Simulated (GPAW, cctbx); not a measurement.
# How far are the atoms of BeCd3 from free atoms?

Aim: compute the bonding part of the density of BeCd3, find which reflections carry it, and see how it biases an ordinary refinement.

The cell comes from substitution in a known structure type and wasn't matched to any measured phase. All numbers below are calculated.

## 1. Relax the structure

The density hangs on the geometry, so cell and atoms are relaxed first, with the symmetry held. The cutoff is set higher than for the density because stress converges slowly with plane waves.

Settings: GPAW 26.7.0, PBE, 570 eV, 5×5×5 k-points, Fermi–Dirac width 0.1 eV, BFGS to 0.03 eV/Å.

```text
cell
1.0
     4.232000000    0.000000000    0.000000000
     0.000000000    4.232000000    0.000000000
    -2.116000000   -2.116000000    4.561000000
Cd Be
3 1
Direct
0.500000000 0.500000000 0.000000000
0.750000000 0.250000000 0.500000000
0.250000000 0.750000000 0.500000000
0.000000000 0.000000000 0.000000000
```

```console
$ OMP_NUM_THREADS=1 mpirun -n 4 gpaw python run.py > gpaw.log
```

```text
BFGS:    0       -5.021632        0.654578
BFGS:    1       -5.030597        0.626119
BFGS:    2       -5.101074        0.118984
BFGS:    3       -5.101641        0.114793
...
BFGS:    6       -5.158587        0.121304
BFGS:    7       -5.164996        0.034507
BFGS:    8       -5.165308        0.002721
cell  4.3337 4.3337 5.0711  115.30 115.30 90.00
volume 75.883 A^3, largest force 0.000 eV/A, largest stress 0.02 GPa
```

After 8 steps the volume has changed by -7.1 % and the energy by -0.144 eV; the largest stress left is 0.02 GPa. It took 49 s on 4 cores of Arm Neoverse V2 (shared host), peak memory 0.89 GiB.

Relaxed structure: I4/mmm (no. 139), a = 4.3337 Å, b = 4.3337 Å, c = 8.0810 Å, α = 90.00°, β = 90.00°, γ = 90.00°.

| atom | mult. | x | y | z |
| --- | --- | --- | --- | --- |
| Cd1 | 2 | 1/2 | 1/2 | 0 |
| Cd2 | 4 | 1/2 | 0 | 1/4 |
| Be1 | 2 | 0 | 0 | 0 |

## 2. Density and charge transfer

X-rays see the whole electron density, so the PAW density is rebuilt with its core regions. Subtracting spherical free atoms from the same code cancels the cores and leaves the deformation density Δρ, the part due to bonding.

Settings: PBE, 450 eV, 6×6×6 k-points, Fermi–Dirac width 0.1 eV; primitive cell of 4 atoms.

```console
$ OMP_NUM_THREADS=1 mpirun -n 4 gpaw python run.py > gpaw.log
```

```text
|iter:   1|       0s |   -5.447709 | -0.54 |       |
|iter:   2|       1s |   -5.340954 | -2.46 | -1.30 |
|iter:   3|       1s |   -5.010262 | -1.72 | -1.35 |
...
|iter:   6|       3s |   -5.007831c| -5.95 | -3.69 |
|iter:   7|       3s |   -5.007833c| -7.15 | -4.03c|
|iter:   8|       4s |   -5.007833c| -7.82c| -4.42c|
```

```text
gpts.py:43: UserWarning: Initial realspace grid (24,24,25) inconsistent with symmetries.
gpts.py:43: UserWarning: Initial realspace grid (24,24,25) inconsistent with symmetries.
gpts.py:43: UserWarning: Initial realspace grid (24,24,25) inconsistent with symmetries.
gpts.py:43: UserWarning: Initial realspace grid (24,24,25) inconsistent with symmetries.
gpts.py:70: UserWarning: Using symmetrized grid: (25,25,25).
gpts.py:70: UserWarning: Using symmetrized grid: (25,25,25).
gpts.py:70: UserWarning: Using symmetrized grid: (25,25,25).
gpts.py:70: UserWarning: Using symmetrized grid: (25,25,25).
grid (50, 50, 50)  electrons 148.000  moved by bonding 0.658 e
deformation density beyond 0.5 A of the nuclei: max 0.027, min -0.061 e/A^3
atom        x       y       z   Voronoi charge  moment
Cd1    0.5000  0.5000  0.0000      0.062       0.00
Cd2    0.7500  0.2500  0.5000      0.063       0.00
Cd3    0.2500  0.7500  0.5000      0.063       0.00
Be4    0.0000  0.0000  0.0000     -0.188       0.00
mean inner potential of superposed free atoms 18.764 V
total magnetic moment 0.000 muB
```

Deformation density in a plane through the shortest contact of the Cd atom at the origin, in 0.01 e/Å³ (clipped at ±99); x from -1.6 to 4.6 Å, y from 2.4 down to -2.4 Å:

```text
  1  -1  -6  -1  -2  -6  -1   1   1  -1  -1   0  -1   0   1   0
  1   0  -2  -4  -3  -1   1   1   1   0   0   0   0   1   1   1
  1   1   1   1   1   1   1   1   1   1   1   2   1   1   1   1
  1   1   1   0   0   0   1   1   1   1   0   0   0   0   1   1
  1   1  -2  -5  -6  -5  -1   1   1  -1  -5  -6  -6  -2   0   1
  1   0  -6   0   .  -2  -4   1   1  -4  -2   .   0  -6   0   1
  1   0  -6   .   .   0  -5   1   1  -5   0   .   .  -6   0   2
  1   0  -5   0   .  -2  -4   1   1  -4  -1   .  -1  -6   0   2
  1   1  -2  -5  -6  -5  -1   1   1  -1  -5  -5  -5  -2   1   1
  1   1   0   0   0   0   1   1   1   0   0   0   0   1   1   1
  1   1   1   1   1   1   1   1   1   1   1   1   1   1   1   1
  1   1   0  -1  -4  -3  -1   0   1   0  -1  -3  -4  -2   0   1
  1   1  -1  -6  -2  -2  -6  -1   1  -1  -6  -2  -2  -6  -1   1
```

Atoms in or within 0.15 Å of the plane: Cd (0.0, 0.0), Cd (3.0, 0.0) Å. Dots mark points within about 0.45 Å of a nucleus; large values next to them are atomic features.

Be gains most (-0.19 e) and Cd loses most (+0.06 e), in averages over each element's sites, which isn't the order of electronegativity: valence and coordination count too, and Voronoi cells cut space at the midplane whatever the atoms' sizes. Along the shortest contact from the Cd atom at the map's origin, Cd–Cd at 2.96 Å, Δρ is +0.01 e/Å³ at the midpoint: little piles up between the atoms. At the midpoints of other shortest contacts it is +0.01 (Cd–Be, 2.96 Å) e/Å³. Point values carry grid noise of about 0.01 e/Å³. The run needed 8 iterations, 8.2 s.

## 3. Structure factors

The Fourier components of Δρ, added to those of the free atoms, give the static X-ray structure factors; the Mott–Bethe relation turns them into the Fourier components V of the potential that fast electrons feel.

```text
static structure factors of the conventional cell: F in electrons, V (Mott-Bethe) in volts
   h  k  l      d  |F| table  |F| free   |F| DFT   change   |V| free  |V| DFT  change %
   0  0  2  4.0405    81.417    81.429    81.133   -0.296     3.240    3.386      4.5
   1  0  1  3.8192    80.757    80.756    80.472   -0.285     3.191    3.316      3.9
   1  1  0  3.0644    77.601    77.542    77.321   -0.221     2.966    3.029      2.1
   1  1  2  2.4416   235.937   235.672   235.064   -0.608    10.861   10.971      1.0
   1  0  3  2.2878    71.745    71.624    71.536   -0.088     2.588    2.602      0.5
   2  0  0  2.1669   226.494   226.159   225.580   -0.579     9.903    9.986      0.8
   0  0  4  2.0202   220.556   220.205   219.826   -0.380     9.343    9.389      0.5
   2  0  2  1.9096    67.089    66.975    66.983    0.008     2.315    2.315     -0.0
   2  1  1  1.8846    66.721    66.610    66.621    0.012     2.295    2.293     -0.1
   1  1  4  1.6867    63.477    63.389    63.442    0.053     2.115    2.110     -0.2
   2  1  3  1.5732    61.331    61.263    61.339    0.076     1.998    1.993     -0.3
   2  2  0  1.5322   194.631   194.393   194.643    0.251     7.204    7.186     -0.2
   1  0  5  1.5143    60.128    60.072    60.129    0.057     1.934    1.930     -0.2
   2  0  4  1.4776   190.999   190.795   191.097    0.303     6.937    6.917     -0.3
```

The largest X-ray change is -0.61 e on 112, 0.3 % of |F|. For electrons V goes as (Z − F)/g², so a change of F counts against Z − F, which is small at low angle and wherever the atoms' terms cancel: |V| of 002 moves by +4.5 % (3.24 to 3.39 V) against -0.4 % in |F|. The last three rows still change by up to 0.30 e; the table stops while the angles are still low. The tabulated Hartree–Fock atoms differ from the free DFT atoms by up to 0.35 e, so the choice of reference atom matters too.

## 4. Which functional?

The same geometry is run with other functionals, to see whether the bonding signal is larger than the spread between approximations. Free atoms are LDA for LDA and PBE otherwise. Any other changed setting is in the row's label.

| run | ΔF 112 (e) | ΔF 200 (e) | ΔF 004 (e) | q(Be) (e) | moved (e) | time |
| --- | --- | --- | --- | --- | --- | --- |
| PBE | -0.608 | -0.579 | -0.380 | -0.188 | 0.658 | 8.2 s |
| LDA | -0.612 | -0.600 | -0.419 | -0.161 | 0.632 | 7.9 s |
| revPBE | -0.593 | -0.555 | -0.349 | -0.197 | 0.677 | 8.2 s |

At the base's settings ΔF(112) spans -0.612 to -0.593 e, a spread of 3 % of the PBE value; over the three listed reflections the spread is at most 18 %, so sign and size hold across the functionals. Times are from shared hosts.

## 5. Refining ordinary atoms against data with bonding

Routine crystallography fits spherical atoms. To see the bias, intensities are simulated from tabulated atoms plus the DFT change ΔF, so that bonding alone can misfit (4980 reflections of the full sphere, merged to the counts below, to 0.4 Å, 0.5 % proportional noise plus counting noise, assumed isotropic U as listed, Δρ smeared by the mean U) and refined with cctbx over different ranges.

| range | data | R1 | GooF | U Cd1 (true 0.0061) | U Cd2 (true 0.0061) | U Be1 (true 0.0122) | largest shift (Å) | Δρ max, min (e/Å³) |
| --- | --- | --- | --- | --- | --- | --- | --- | --- |
| all data | 403 | 0.0033 | 0.98 | 0.0061 | 0.0061 | 0.0125 | 0.0000 | 0.24, -0.30 |
| low resolution, d > 0.84 | 55 | 0.0021 | 1.06 | 0.0061 | 0.0060 | 0.0127 | 0.0000 | 0.08, -0.15 |
| high order, d < 0.75 | 328 | 0.0038 | 0.95 | 0.0061 | 0.0061 | 0.0126 | 0.0000 | 0.30, -0.20 |
| occupancies free, d > 0.7 | 88 | 0.0025 | 1.14 | 0.0061 | 0.0061 | 0.0130 | 0.0000 | 0.11, -0.18 |

With all data GooF is 0.98, so at this noise the bonding hardly shows; the top residual peak, near noise level, lies 1.79 Å from Cd and 2.18 Å from Cd. No U is off by more than 3 s.u. at low resolution. Symmetry fixes every coordinate, so the shifts are zero by construction. With Cd1 held at 1 and the scale free, the other occupancies refine to Cd2 1.001(0.001) and Be1 1.014(0.018), within three s.u. of full.

## 6. Answer

Bonding moves 0.66 e in the primitive cell of BeCd3 and changes the structure factors of the conventional cell in the table above by at most 0.61 e (112, 0.3 %), and among reflections above 2 % of the strongest by up to 0.4 % (002). The shortest bond, Cd–Cd, has Δρ = +0.01 e/Å³ at its midpoint. At the base's settings ΔF(112) spans -0.612 to -0.593 e, a spread of 3 % of the PBE value; over the three listed reflections the spread is at most 18 %, so sign and size hold across the functionals. With all data GooF is 0.98, so at this noise the bonding hardly shows. Limits: static density, frozen cores, no spin–orbit coupling.

[Outputs are excerpts: Python notices, other lines and further rows are left out; steps that failed or that the build refused (PBEsol, TPSS) are not shown.]

[Logs are printed without paths, hosts, clocks, repeated set-up lines and the standing remarks that a program may print on its own settings, such as how far it seeks lower states.]
